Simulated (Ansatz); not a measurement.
**(BaO)1(AgBr)3 [001] superlattice, started as rocksalt type: phonons and vibrational spectra**

Wanted: vibrations and spectra of (BaO)1(AgBr)3 [001] superlattice, started as rocksalt type; the cell is already relaxed.

Calculated with Ansatz 0.2.0; DFT PBEsol, scalar-relativistic, plane waves, PAW.

The structure was built from a prototype and need not be the compound's stable phase.

**1. The structure**

Symmetry: P4/mmm, No. 123, tetragonal system. Conventional cell: a = 3.841 Å, b = 3.841 Å, c = 12.328 Å, α = 90.00°, β = 90.00°, γ = 90.00°. Nearest to Ag lie 1 O at 2.32 Å and 4 Br at 2.85 Å. Nearest to Ag lie 6 Br at 2.72 to 2.99 Å. Ba has 4 O at 2.72 Å and 2 Br at 3.18 Å nearest. Nearest to Br lie 5 Ag at 2.85 to 2.99 Å and 1 Ba at 3.18 Å. Nearest to Br lie 4 Ag at 2.72 Å. O has 2 Ag at 2.32 Å and 4 Ba at 2.72 Å nearest. Farther neighbours and most contacts between anions are not listed.

**2. Modes at Γ**

The cell comes from relaxations at this level that are not shown. The zone centre is the only wavevector solved here; it holds the modes that light can see, as far as symmetry allows. No field response is asked, since the mesh shows no gap.

Input file input.yaml:

```yaml
crystal:
  lattice:
    - [2.7159403844, 2.7159403844, 0.0]
    - [-2.7159403844, 2.7159403844, 0.0]
    - [0.0, 0.0, 12.3276276167]
  atoms:
    - { symbol: Ag, position: [0.5, 0.5, 0.1880779848] }
    - { symbol: Ag, position: [0.0, 0.0, 0.5] }
    - { symbol: Ag, position: [0.5, 0.5, 0.8119220152] }
    - { symbol: Ba, position: [0.0, 0.0, 0.0] }
    - { symbol: Br, position: [0.0, 0.0, 0.2578388045] }
    - { symbol: Br, position: [0.5, 0.5, 0.5] }
    - { symbol: Br, position: [0.0, 0.0, 0.7421611955] }
    - { symbol: O, position: [0.5, 0.5, 0.0] }
kpoints:
  mp_grid: { grid: [8, 8, 4] }
hamiltonian:
  xc: pbesol
scf:
  occupations: { method: methfessel_paxton, width: 0.15 }
output:
  eigenvalues: true
phonons:
  method: dfpt
```

Started as:

```bash
$ ansatz run input.yaml --threads 8 --pin off --max-ram 14336MiB --backend cpu --events-out ev --progress --plain --runs-dir out
```

Numbers of over 12 decimals in the logs are rounded to 6 here.

What it wrote:

```text
zone centre: on kpoints.mp_grid the ground state, and the responses unless they are solved on pairs of k-points, stand on 63 of the mesh's 256 k-points, reduced under 4 symmetry operations, with k and −k counted as one. Each operation leaves every solved displacement unchanged or reverses it
Engine: ansatz 0.2.0, aarch64-unknown-linux-gnu
Pseudopotentials: kind: paw
Pseudopotential: Ag, paw, valence charge 19, recommended cutoff 420 eV (normal), Ag.paw.azcp
Pseudopotential: Ba, paw, valence charge 10, recommended cutoff 420 eV (normal), Ba.paw.azcp
Pseudopotential: Br, paw, valence charge 7, recommended cutoff 420 eV (normal), Br.paw.azcp
Pseudopotential: O, paw, valence charge 6, recommended cutoff 420 eV (normal), O.paw.azcp
Functional definition: PBEsol
  exchange = pbesol_x
  correlation = pbesol_c
Crystal: 8 atoms, lattice volume = 181.865 Å³
Basis set: ecut = 420 eV, 3569 PW (Γ), exchange–correlation on 54×54×180 points (8 copies of the dense FFT grid, shifted against one another)
Bands: 57, of which v1, the nominal top of the filled ones, is band 47 counted from 1 (46 counted from 0)
Symmetry: 16 space group operations
k-points: 63 of 256 (irreducible under 4 space group operations, time reversal used)
Non-local potential: Ag, projectors of the file, l = 0: 3, l = 1: 2, l = 2: 2, l = 3: 1
Non-local potential: Ba, projectors of the file, l = 0: 3, l = 1: 2, l = 2: 2, l = 3: 2
Non-local potential: Br, projectors of the file, l = 0: 2, l = 1: 2, l = 2: 2
Non-local potential: O, projectors of the file, l = 0: 2, l = 1: 2, l = 2: 1
PAW form: soft (Blöchl's): semilocal exchange-correlation on the pseudo side does not see the compensation charge
PAW frozen core: Ag, regenerated for the run's functional, and the local potential with it (the file was generated under x = pbe(κ = 0.804, μ = 0.219515), c = pbe(β = 0.066725))
PAW frozen core: Ba, regenerated for the run's functional, and the local potential with it (the file was generated under x = pbe(κ = 0.804, μ = 0.219515), c = pbe(β = 0.066725))
PAW frozen core: Br, regenerated for the run's functional, and the local potential with it (the file was generated under x = pbe(κ = 0.804, μ = 0.219515), c = pbe(β = 0.066725))
PAW frozen core: O, regenerated for the run's functional, and the local potential with it (the file was generated under x = pbe(κ = 0.804, μ = 0.219515), c = pbe(β = 0.066725))
PAW one-centre angular grid: Ag, 590 points (default); XC on 64 Gauss nodes
PAW one-centre angular grid: Ba, 194 points (default); XC on 64 Gauss nodes
PAW one-centre angular grid: Br, 110 points (default); XC on 64 Gauss nodes
PAW one-centre angular grid: O, 110 points (default); XC on 64 Gauss nodes
Initial density: superposition of atomic densities (neutral atoms: chi_scale 0, normalization atom), corrected by the library's trained network
Initial wavefunctions: pseudopotential atomic-orbital guess
Functional: x = pbesol(κ = 0.804, μ = 0.123457), c = pbesol(β = 0.046)
SCF iter   1: F=—  HF=-37203.853547 eV  |F-HF|=—  |Δ(HF+E_count)|=         —  Δρ=8.57e-3  dr2=1.89e-1  ethr=1.77e-3  ⟨swp⟩=8.8  Hψ=16151  notcnv=0  defer=2
preconditioner: auto → LDOS  [insulator: Δε(μ)=0.369 eV  Ē_g=9.893 eV  σ=0.150 eV  W_gap=0.53  n_scr=48 (ndim 8)  ℏωp=22.7 eV  f_vac=0.020  D(μ)=0.39/eV (n_scr^D=2)  ε∞_Penn≈6.3  β→1.0]
SCF iter   2: F=—  HF=-37204.028401 eV  |F-HF|=—  |Δ(HF+E_count)|=   1.75e-1  S|Δr|=    0.00e0  Δρ=2.24e-2  dr2=1.10e0  ethr=2.01e-4  ⟨swp⟩=2.8  Hψ=7962  notcnv=0  defer=254  recentre
SCF iter   3: F=—  HF=-37203.814939 eV  |F-HF|=—  |Δ(HF+E_count)|=   2.13e-1  S|Δr|=    0.00e0  Δρ=3.97e-3  dr2=3.31e-2  ethr=2.01e-4  ⟨swp⟩=2.8  Hψ=6655  notcnv=0  defer=131
SCF iter   4: F=—  HF=-37203.808819 eV  |F-HF|=—  |Δ(HF+E_count)|=   6.12e-3  S|Δr|=    0.00e0  Δρ=8.78e-4  dr2=2.97e-3  ethr=3.52e-5  ⟨swp⟩=2.1  Hψ=6046  notcnv=0  defer=42
SCF iter   5: F=—  HF=-37203.808162 eV  |F-HF|=—  |Δ(HF+E_count)|=   6.57e-4  S|Δr|=    0.00e0  Δρ=3.70e-4  dr2=3.16e-4  ethr=3.16e-6  ⟨swp⟩=2.1  Hψ=6252  notcnv=0  defer=46
SCF iter   6: F=—  HF=-37203.808127 eV  |F-HF|=—  |Δ(HF+E_count)|=   3.47e-5  S|Δr|=    0.00e0  Δρ=1.28e-4  dr2=3.28e-5  ethr=3.36e-7  ⟨swp⟩=2.1  Hψ=5376  notcnv=0  defer=50
SCF iter   7: F=—  HF=-37203.808120 eV  |F-HF|=—  |Δ(HF+E_count)|=   6.48e-6  S|Δr|=    0.00e0  Δρ=5.02e-5  dr2=7.10e-6  ethr=3.49e-8  ⟨swp⟩=2.0  Hψ=5966  notcnv=0  defer=50
SCF iter   8: F=—  HF=-37203.808132 eV  |F-HF|=—  |Δ(HF+E_count)|=   1.12e-5  S|Δr|=    0.00e0  Δρ=1.78e-5  dr2=9.21e-7  ethr=7.56e-9  ⟨swp⟩=2.0  Hψ=5452  notcnv=0  defer=56
SCF iter   9: F=—  HF=-37203.808132 eV  |F-HF|=—  |Δ(HF+E_count)|=   1.47e-7  S|Δr|=    0.00e0  Δρ=6.83e-6  dr2=9.03e-8  ethr=9.80e-10  ⟨swp⟩=2.0  Hψ=5959  notcnv=0  defer=56
SCF iter  10: F=—  HF=-37203.808132 eV  |F-HF|=—  |Δ(HF+E_count)|=   2.03e-8  S|Δr|=    0.00e0  Δρ=2.53e-6  dr2=8.60e-9  ethr=9.61e-11  ⟨swp⟩=2.1  Hψ=5741  notcnv=0  defer=56
SCF iter  11: F=—  HF=-37203.808131 eV  |F-HF|=—  |Δ(HF+E_count)|=   1.47e-9  S|Δr|=    0.00e0  Δρ=6.00e-7  dr2=5.79e-10  ethr=9.15e-12  ⟨swp⟩=2.2  Hψ=5842  notcnv=0  defer=56
SCF iter  12: F=—  HF=-37203.808131 eV  |F-HF|=—  |Δ(HF+E_count)|=  1.02e-10  S|Δr|=    0.00e0  Δρ=2.35e-7  dr2=9.29e-11  ethr=1.00e-12  ⟨swp⟩=2.0  Hψ=5693  notcnv=0  defer=56
SCF iter  13: F=-37203.808131 eV  HF=-37203.808131 eV  |F-HF|=0.00e0  |Δ(HF+E_count)|=  1.46e-11  S|Δr|=    0.00e0  Δρ=5.56e-8  dr2=3.27e-12  ethr=1.00e-12  ⟨swp⟩=13.4  Hψ=24014  notcnv=0
SCF 1 converged in 13 iterations: F = -37203.808131 eV  dr2 = 3.27e-12
  greatest PAW one-centre occupation: 1.001 electrons in one spin orbital (limit 2), on the Ag atom at site 2 (counted from 0), in its partial waves of l = 0
DFPT response loops at Γ: preconditioner auto → Kerker (q_TF=auto, 2.444 Å⁻¹) (partly filled bands, converged f_vac=0.017); β = 1.00, the filter's whole step (`scf.mixing.beta` (0.50) is not read by the response loops under this deck's `scf.mixing.preconditioner`; to damp them name `kerker` or `kerker_dos`, under which they read `scf.mixing.beta`, and type it under 1.00, their step now; both keys bind the ground state too); Broyden in place of MSR1
SCF converged after 13 iterations
Stability not checked: this state was not tested for a lower state beside it, because cold or Methfessel-Paxton smearing, or corrected tetrahedra, fill the levels in a way that the test cannot read (fill_not_monotonic; see scf.lower_state_search)
Free energy (F): -37203.808131 eV
Harris-Foulkes:  -37203.808131 eV  (|F-HF|=0.00e0)
Internal energy: -37203.807446 eV  (E = F + TS)
E sigma→0 (E₀):  -37203.807960 eV
Entropy (-TS):   -0.000685 eV (-0.086 meV/atom)
Fermi energy:    9.618809 eV
--- Per-component energies (eV) ---
  E_band       = -1106.383628
  E_kinetic    = 2327.868125
  E_local      = -11041.899906  (includes V_loc(G=0)·N_el)
  E_nonlocal   = 575.712120
  E_hartree    = 4812.250582
  E_xc         = -1571.678405
  E_vxc        = -1239.025769  (∫ρ·V_xc dr)
  E_paw        = -23413.269280  (= ΣΔE_a)
  E_vpaw       = -1353.542549  (= ΣTr[D̂ρ^β])
  E_aug_tail   = 0.003278  (compensation charges beyond the density's cutoff)
  E_ewald      = -8894.225709
  E_core_change = 1.431749  (= ΣΔE_core)
  E_smearing   = -0.000685  (= −TS)
  E_closure    = -0.000000  (closes the sum)
  Σ components = -37203.808131   (vs F -37203.808131, Δ=0.00e0)
--- Band table (eV; the first three rows and the last of 63) ---
  k-point 0: bands = [... 43 lower, 6.7579, 7.4641, 7.4641, 7.6320, 9.1172, 10.7401, 10.9675, 10.9699, ... 6 higher]
  k-point 1: bands = [... 43 lower, 6.7625, 7.4657, 7.4657, 7.6131, 9.3480, 10.5011, 10.9675, 11.0696, ... 6 higher]
  k-point 2: bands = [... 43 lower, 6.7699, 7.4672, 7.4672, 7.5995, 9.6880, 10.1696, 10.9675, 11.1629, ... 6 higher]
  k-point 62: bands = [... 43 lower, 6.9824, 7.1911, 7.6905, 7.6905, 10.2158, 10.6891, 11.2456, 11.7146, ... 6 higher]
--- Phonons (Γ-DFPT): 12 representative perturbations + reference, on 63 of 256 k-points (Σ response iterations 41) ---
  k mesh reduced under 4 symmetry operations, with k and −k counted as one. Each operation leaves every solved displacement unchanged or reverses it
  ASR residual: 1.017e-4 → 0.000e0 eV/Å²; symmetrization residual: 5.169e-6 eV/Å²
  ASR residual per site (eV/Å²): 1.58e-5 1.57e-5 1.58e-5 4.53e-5 1.30e-5 1.02e-4 1.30e-5 7.72e-5
  Γ frequencies (cm⁻¹): 0.00 0.00 0.00 22.94 22.94 34.99 38.38 38.38 50.99 57.20 57.20 82.04 82.04 83.38 83.38 85.43 86.83 127.69 141.67 141.67 145.01 168.79 168.79 343.86
  non-analytic LO–TO correction: not included (Born effective charges unavailable; polar crystals: no LO–TO splitting at Γ)
```

It took 2.3 min on 8 threads of Arm Neoverse V2, shared host; peak memory 2.4 GiB.

The column dr2 measures how far the density is from self-consistency, as an energy; F and HF (Harris–Foulkes) agree once it is small.

Numbers from this step:

```yaml
volume_per_atom: 22.73 Å³
gap_on_the_k_mesh: 0 eV
sum_rule_residual_before_enforcement: 1.02e-4 eV/Å²
point_group: 4/mmm
highest_optical_mode_at_the_zone_centre_no_lo_to_term: 343.9 cm⁻¹
lowest_optical_zone_centre_mode: 22.94 cm⁻¹
```

Patterns of degenerate modes are one choice out of their space. Modes at Γ, with each element's share of the kinetic energy:

| mode | frequency (cm⁻¹) | symmetry | Ag % | Ba % | Br % | O % |
| --- | --- | --- | --- | --- | --- | --- |
| 1 | 0.0 | acoustic | 45 | 19 | 33 | 2 |
| 2 | 0.0 | acoustic | 45 | 19 | 33 | 2 |
| 3 | 0.0 | acoustic | 45 | 19 | 33 | 2 |
| 4 | 22.9 | Eu | 58 | 10 | 31 | 1 |
| 5 | 22.9 | Eu | 58 | 10 | 31 | 1 |
| 6 | 35.0 | A2u | 24 | 0 | 75 | 0 |
| 7 | 38.4 | Eg | 59 | 0 | 41 | 0 |
| 8 | 38.4 | Eg | 59 | 0 | 41 | 0 |
| 9 | 51.0 | A2u | 90 | 3 | 6 | 1 |
| 10 | 57.2 | Eu | 13 | 65 | 20 | 2 |
| 11 | 57.2 | Eu | 13 | 65 | 20 | 2 |
| 12 | 82.0 | Eu | 46 | 1 | 52 | 1 |
| 13 | 82.0 | Eu | 46 | 1 | 52 | 1 |
| 14 | 83.4 | Eg | 41 | 0 | 59 | 0 |
| 15 | 83.4 | Eg | 41 | 0 | 59 | 0 |
| 16 | 85.4 | A1g | 90 | 0 | 10 | 0 |
| 17 | 86.8 | A2u | 39 | 32 | 30 | 0 |
| 18 | 127.7 | A1g | 10 | 0 | 90 | 0 |
| 19 | 141.7 | Eu | 38 | 0 | 62 | 0 |
| 20 | 141.7 | Eu | 38 | 0 | 62 | 0 |
| 21 | 145.0 | A2u | 0 | 44 | 55 | 0 |
| 22 | 168.8 | Eu | 0 | 5 | 1 | 94 |
| 23 | 168.8 | Eu | 0 | 5 | 1 | 94 |
| 24 | 343.9 | A2u | 2 | 2 | 0 | 96 |

Displacements in mode 5 (22.9 cm⁻¹), the largest set to 1:
```
Ag1  0.00 -0.35  0.00
Ag2  0.01  1.00  0.00
Ag3  0.00 -0.35  0.00
Ba4  0.00 -0.41  0.00
Br5  0.00 -0.25  0.00
Br6  0.01  0.88  0.00
Br7  0.00 -0.25  0.00
O8   0.00 -0.36  0.00
```

Displacements in mode 9 (51.0 cm⁻¹), the largest set to 1:
```
Ag1  0.00  0.00 -0.39
Ag2  0.00  0.00  1.00
Ag3  0.00  0.00 -0.39
Ba4  0.00  0.00 -0.17
Br5  0.00  0.00 -0.12
Br6  0.00  0.00  0.30
Br7  0.00  0.00 -0.12
O8   0.00  0.00 -0.33
```

Before it was imposed, the acoustic sum rule was missed by 1.0e-4 eV/Å². Small misses are needed for a sound result but don't prove that mesh and cutoff are converged. The lowest optical mode is real, 22.9 cm⁻¹.

**3. Another isotope, element Ag, natural mass 107.868 amu**

An isotope changes the mass and not the force constants, so no new electronic calculation is needed; the shifts show which modes move this element.

The same force constants with the mass of Ag changed from 107.868 to 108.905 u (phonopy, no LO-TO term). Both lists are sorted by frequency; levels can cross, so a row need not hold one and the same mode. Modes under 3 cm⁻¹ are left out. Isotope shifts, by row:

| q | rank | natural mass (cm⁻¹) | changed mass (cm⁻¹) |
| --- | --- | --- | --- |
| 0 0 0 | 4 | 22.94 | 22.88 |
| 0 0 0 | 5 | 22.94 | 22.88 |
| 0 0 0 | 6 | 34.99 | 34.95 |
| 0 0 0 | 7 | 38.38 | 38.27 |
| 0 0 0 | 8 | 38.38 | 38.27 |
| 0 0 0 | 9 | 50.99 | 50.77 |
| 0 0 0 | 10 | 57.2 | 57.16 |
| 0 0 0 | 11 | 57.2 | 57.16 |
| 0 0 0 | 12 | 82.04 | 81.86 |
| 0 0 0 | 13 | 82.04 | 81.86 |
| 0 0 0 | 14 | 83.38 | 83.22 |
| 0 0 0 | 15 | 83.38 | 83.22 |
| 0 0 0 | 16 | 85.43 | 85.06 |
| 0 0 0 | 17 | 86.83 | 86.67 |
| 0 0 0 | 18 | 127.7 | 127.6 |
| 0 0 0 | 19 | 141.7 | 141.4 |
| 0 0 0 | 20 | 141.7 | 141.4 |
| 0 0 0 | 21 | 145 | 145 |
| 0 0 0 | 22 | 168.8 | 168.8 |
| 0 0 0 | 23 | 168.8 | 168.8 |
| 0 0 0 | 24 | 343.9 | 343.8 |

A mode of this element alone would shift by -0.48 %. The highest zone-centre frequency without the field goes from 343.9 to 343.8 cm⁻¹ (-0.0 %). The product of the frequency ratios over all optical modes at Γ is 0.964; the product rule, (m/m′)^(3k/2) (M′/M)^(3/2) with k = 3 such atoms and M the mass of the cell, gives 0.964.

**4. Isotope substitution, element Ba, natural mass 137.327 amu**

The same for Ba, from 137.33 to 133.90 u.

A mode of this element alone would shift by +1.27 %. The highest zone-centre frequency without the field goes from 343.9 to 343.9 cm⁻¹ (+0.0 %). The product of the frequency ratios over all optical modes at Γ is 1.031; the product rule, (m/m′)^(3k/2) (M′/M)^(3/2) with k = 1 such atoms and M the mass of the cell, gives 1.031.

**5. Another isotope, element Br, natural mass 79.904 amu**

The same for Br, from 79.90 to 80.92 u.

The same force constants with the mass of Br changed from 79.904 to 80.916 u (phonopy, no LO-TO term). Both lists are sorted by frequency; levels can cross, so a row need not hold one and the same mode. Modes under 3 cm⁻¹ are left out. Isotope shifts, by row:

| q | rank | natural mass (cm⁻¹) | changed mass (cm⁻¹) |
| --- | --- | --- | --- |
| 0 0 0 | 4 | 22.94 | 22.9 |
| 0 0 0 | 5 | 22.94 | 22.9 |
| 0 0 0 | 6 | 34.99 | 34.82 |
| 0 0 0 | 7 | 38.38 | 38.28 |
| 0 0 0 | 8 | 38.38 | 38.28 |
| 0 0 0 | 9 | 50.99 | 50.97 |
| 0 0 0 | 10 | 57.2 | 57.13 |
| 0 0 0 | 11 | 57.2 | 57.13 |
| 0 0 0 | 12 | 82.04 | 81.78 |
| 0 0 0 | 13 | 82.04 | 81.78 |
| 0 0 0 | 14 | 83.38 | 83.08 |
| 0 0 0 | 15 | 83.38 | 83.08 |
| 0 0 0 | 16 | 85.43 | 85.38 |
| 0 0 0 | 17 | 86.83 | 86.67 |
| 0 0 0 | 18 | 127.7 | 127 |
| 0 0 0 | 19 | 141.7 | 141.1 |
| 0 0 0 | 20 | 141.7 | 141.1 |
| 0 0 0 | 21 | 145 | 144.5 |
| 0 0 0 | 22 | 168.8 | 168.8 |
| 0 0 0 | 23 | 168.8 | 168.8 |
| 0 0 0 | 24 | 343.9 | 343.9 |

A mode of this element alone would shift by -0.63 %. The highest zone-centre frequency without the field goes from 343.9 to 343.9 cm⁻¹ (+0.0 %). The product of the frequency ratios over all optical modes at Γ is 0.952; the product rule, (m/m′)^(3k/2) (M′/M)^(3/2) with k = 3 such atoms and M the mass of the cell, gives 0.951.

**6. Another isotope, element O, natural mass 15.999 amu**

The same for O, from 16.00 to 18.00 u.

The same force constants with the mass of O changed from 15.999 to 17.999 u (phonopy, no LO-TO term). Both lists are sorted by frequency; levels can cross, so a row need not hold one and the same mode. Modes under 3 cm⁻¹ are left out. Isotope shifts, by row:

| q | rank | natural mass (cm⁻¹) | changed mass (cm⁻¹) |
| --- | --- | --- | --- |
| 0 0 0 | 4 | 22.94 | 22.93 |
| 0 0 0 | 5 | 22.94 | 22.93 |
| 0 0 0 | 6 | 34.99 | 34.99 |
| 0 0 0 | 7 | 38.38 | 38.38 |
| 0 0 0 | 8 | 38.38 | 38.38 |
| 0 0 0 | 9 | 50.99 | 50.95 |
| 0 0 0 | 10 | 57.2 | 57.13 |
| 0 0 0 | 11 | 57.2 | 57.13 |
| 0 0 0 | 12 | 82.04 | 81.98 |
| 0 0 0 | 13 | 82.04 | 81.98 |
| 0 0 0 | 14 | 83.38 | 83.38 |
| 0 0 0 | 15 | 83.38 | 83.38 |
| 0 0 0 | 16 | 85.43 | 85.43 |
| 0 0 0 | 17 | 86.83 | 86.83 |
| 0 0 0 | 18 | 127.7 | 127.7 |
| 0 0 0 | 19 | 141.7 | 141.7 |
| 0 0 0 | 20 | 141.7 | 141.7 |
| 0 0 0 | 21 | 145 | 145 |
| 0 0 0 | 22 | 168.8 | 159.8 |
| 0 0 0 | 23 | 168.8 | 159.8 |
| 0 0 0 | 24 | 343.9 | 325 |

A mode of this element alone would shift by -5.72 %. The highest zone-centre frequency without the field goes from 343.9 to 325.0 cm⁻¹ (-5.5 %). The product of the frequency ratios over all optical modes at Γ is 0.842; the product rule, (m/m′)^(3k/2) (M′/M)^(3/2) with k = 1 such atoms and M the mass of the cell, gives 0.842.

**7. What came out**

- space group (within 0.01 Å): P4/mmm
- volume per atom: 22.7 Å³
- electronic character: no gap on this mesh
- highest optical mode at the zone centre (no LO-TO term): 344 cm⁻¹
- lowest optical zone-centre mode: 22.9 cm⁻¹
- imaginary modes at Γ (the only wavevector solved): none

In words: The structure is stable against zone-centre distortions, since no mode there is imaginary; other wavevectors were not solved, so zone-boundary instabilities are untested. The optical modes at Γ span 23 to 344 cm⁻¹. No dispersion was computed. The highest mode in this list at Γ, 343.9 cm⁻¹, is mostly motion of O (96 % of the kinetic energy). With no gap, or one that is small against the smearing, the frequencies hang on the k mesh and the smearing, most of all near Kohn anomalies. A semilocal functional can close a gap that the real compound would have, so the metallic treatment may be an artefact of the level. Spin-orbit coupling is left out, which can matter for the heavy elements here. The starting cell was built on a prototype and not taken from a measurement, so the phase need not exist. These are harmonic frequencies at zero temperature: anharmonic shifts, linewidths and thermal expansion are left out.

[Logs are printed without paths, hosts, clocks, repeated set-up lines and the standing remarks that a program may print on its own settings, such as how far it seeks lower states.]

[Hosts, paths, dates, database ids (printed as entryN), source tags and the programs' standing remarks are cut or masked in the printed files.]
